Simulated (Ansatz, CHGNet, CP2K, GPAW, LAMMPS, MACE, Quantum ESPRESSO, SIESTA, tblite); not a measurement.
# From one method to another: forces in amorphous Ge (61 atoms)

61 atoms (61 Ge) placed at random at 5.25 g/cm³, melted at 3500 K for 10 ps at fixed volume with the Tersoff potential (Tersoff, Phys. Rev. B 39, 5566 (1989)). Quenched from 3500 K to 500 K at 3 K/ps and fixed volume, held 5 ps.

Two calculations on one geometry. First: Kohn-Sham DFT, PBE+D3(BJ), SSSP efficiency 1.3.0 pseudopotentials, plane waves; sssp-1.3.0-efficiency; 45/360 Ry; levels smeared at 580 K (Quantum ESPRESSO 7.5; Γ point). Second: Kohn-Sham DFT, PBE, PAW, plane waves (Ansatz 0.2.0; cutoff 420 eV, Γ point, fermi-dirac smearing of 0.05 eV; PAW set soft_2).

Cell vectors (Å):

```
11.188 0.000 0.000
0.000 11.188 0.000
0.000 0.000 11.188
```

Atom, position (Å) and force of the first calculation (eV/Å):

```
1 Ge 5.874 6.357 2.452 -0.231 0.540 0.892
2 Ge 0.627 6.305 1.507 -0.817 -0.200 -0.779
3 Ge 8.071 0.913 5.154 0.843 0.038 0.854
4 Ge 2.570 5.100 0.094 0.750 -0.476 -0.682
5 Ge 5.061 8.141 6.039 0.553 -0.284 0.292
6 Ge 4.035 5.430 3.666 0.012 -1.156 0.549
7 Ge 4.782 5.696 6.022 1.227 0.770 -0.800
8 Ge 11.030 11.169 7.457 -0.421 -0.077 -0.815
9 Ge 8.199 4.700 8.400 0.121 0.347 0.256
10 Ge 3.678 2.990 0.907 0.351 1.035 0.794
11 Ge 10.487 3.549 8.982 -0.676 -0.266 -1.404
12 Ge 5.832 2.485 11.059 0.134 -0.557 -0.119
13 Ge 0.700 7.261 10.154 -0.263 0.238 0.208
14 Ge 2.138 6.898 3.361 -0.120 0.775 0.349
15 Ge 0.082 2.332 6.918 0.730 0.014 1.329
16 Ge 2.713 10.530 4.315 0.230 1.142 -0.458
17 Ge 2.854 5.119 7.139 -1.616 -0.804 1.070
18 Ge 3.309 3.098 3.352 -1.063 1.365 -1.249
19 Ge 7.547 1.910 1.548 0.058 0.004 -0.222
20 Ge 8.424 7.192 7.864 0.249 -1.178 -0.077
21 Ge 5.805 9.744 2.577 -0.081 0.458 -1.134
22 Ge 4.709 8.103 9.954 -0.077 -0.108 -0.664
23 Ge 1.090 5.114 9.073 1.262 0.263 0.402
24 Ge 8.684 4.773 4.822 -0.773 -0.649 -0.784
25 Ge 2.019 10.367 0.654 0.709 -0.219 0.019
26 Ge 3.432 1.134 8.788 -0.788 -0.291 -0.121
27 Ge 5.650 0.347 9.646 0.234 0.887 0.018
28 Ge 6.761 4.311 6.384 0.700 -0.056 -0.561
29 Ge 2.242 1.507 11.016 -1.078 -1.023 -1.158
30 Ge 6.761 8.092 4.048 -0.467 -0.301 0.219
31 Ge 10.015 8.174 1.966 0.178 -0.499 -0.177
32 Ge 9.917 2.667 5.028 0.077 0.472 -0.823
33 Ge 8.445 4.141 2.199 0.920 -0.253 0.925
34 Ge 1.272 6.953 5.815 -0.283 -0.281 -0.403
35 Ge 2.696 8.984 6.026 -0.063 -0.136 1.352
36 Ge 2.013 10.383 7.980 1.026 -0.267 0.053
37 Ge 0.660 2.697 3.371 0.423 -0.615 0.922
38 Ge 9.954 10.559 5.161 0.280 -0.691 0.951
39 Ge 6.562 8.703 7.996 -0.964 0.713 -0.570
40 Ge 4.063 1.485 4.802 0.385 -1.456 0.964
41 Ge 4.097 7.107 0.935 -0.376 -0.184 -0.006
42 Ge 8.339 7.924 0.190 -0.301 0.336 0.813
43 Ge 11.014 10.335 1.593 -0.478 0.063 -0.518
44 Ge 6.047 1.956 6.294 -0.063 -0.167 0.257
45 Ge 6.437 0.822 3.454 -1.073 -0.260 -0.864
46 Ge 10.973 2.275 10.961 0.935 0.216 0.112
47 Ge 0.521 0.143 3.649 0.064 0.998 -0.231
48 Ge 6.432 9.625 11.122 -0.103 0.064 1.220
49 Ge 9.741 8.294 9.510 0.713 0.057 -0.149
50 Ge 7.341 0.104 7.769 -0.395 -0.600 0.297
51 Ge 9.385 10.705 9.141 -0.437 0.008 0.458
52 Ge 3.370 9.075 2.468 -0.136 0.266 -0.774
53 Ge 10.815 3.924 1.596 -0.080 0.998 -0.407
54 Ge 9.375 0.526 0.218 -0.393 -0.143 0.588
55 Ge 7.386 5.772 0.804 0.205 -0.533 -1.393
56 Ge 9.797 6.627 5.940 0.773 0.605 -0.303
57 Ge 2.668 2.592 6.763 -0.187 0.291 0.294
58 Ge 4.272 5.664 9.381 -0.125 0.496 0.198
59 Ge 9.222 8.395 4.201 -0.250 -0.006 0.565
60 Ge 2.410 8.964 9.893 -0.139 0.009 -0.136
61 Ge 6.394 4.571 10.029 0.176 0.265 0.560
```

**Question.** What forces does the second calculation give?

Atom and force (eV/Å):

```
1 -0.219 0.559 0.905
2 -0.825 -0.201 -0.782
3 0.833 0.044 0.864
4 0.734 -0.476 -0.690
5 0.562 -0.288 0.287
6 -0.004 -1.150 0.563
7 1.212 0.778 -0.801
8 -0.428 -0.068 -0.829
9 0.146 0.356 0.230
10 0.356 1.033 0.793
11 -0.689 -0.263 -1.418
12 0.135 -0.573 -0.120
13 -0.262 0.228 0.214
14 -0.152 0.781 0.460
15 0.761 0.022 1.337
16 0.236 1.145 -0.457
17 -1.726 -0.708 0.987
18 -1.103 1.356 -1.238
19 0.073 -0.006 -0.241
20 0.249 -1.196 -0.088
21 -0.074 0.454 -1.156
22 -0.038 -0.082 -0.690
23 1.272 0.261 0.384
24 -0.773 -0.651 -0.793
25 0.707 -0.212 0.021
26 -0.797 -0.285 -0.132
27 0.240 0.877 0.013
28 0.727 -0.052 -0.553
29 -1.074 -1.027 -1.173
30 -0.472 -0.304 0.236
31 0.178 -0.504 -0.180
32 0.078 0.471 -0.840
33 0.928 -0.263 0.957
34 -0.258 -0.373 -0.406
35 -0.095 -0.195 1.347
36 1.037 -0.251 0.049
37 0.444 -0.627 0.933
38 0.282 -0.683 0.956
39 -0.978 0.758 -0.520
40 0.388 -1.448 0.983
41 -0.378 -0.178 -0.005
42 -0.306 0.353 0.811
43 -0.487 0.071 -0.523
44 -0.066 -0.180 0.243
45 -1.094 -0.255 -0.846
46 0.932 0.212 0.118
47 0.064 1.016 -0.228
48 -0.103 0.063 1.209
49 0.704 0.064 -0.155
50 -0.411 -0.631 0.298
51 -0.455 0.005 0.464
52 -0.126 0.268 -0.765
53 -0.086 0.993 -0.406
54 -0.413 -0.133 0.597
55 0.211 -0.546 -1.396
56 0.913 0.624 -0.315
57 -0.178 0.270 0.293
58 -0.140 0.493 0.193
59 -0.243 -0.023 0.584
60 -0.135 0.016 -0.139
61 0.184 0.262 0.561
```

The two sets differ by 23.9 meV/Å r.m.s., 3.7 % of the r.m.s. force of the Ansatz run. The network of bonds at the start is that of the classical potential that made the cell, and needn't be the one that DFT or experiment would give. The electronic-structure runs sample only Γ, in a cell whose shortest periodic width is 11 Å, which is coarse for a cell with partly filled levels.

[Logs are printed without paths, hosts, clocks, repeated set-up lines and the standing remarks that a program may print on its own settings, such as how far it seeks lower states.]

[Hosts, paths, dates, database ids (printed as entryN), source tags and the programs' standing remarks are cut or masked in the printed files.]
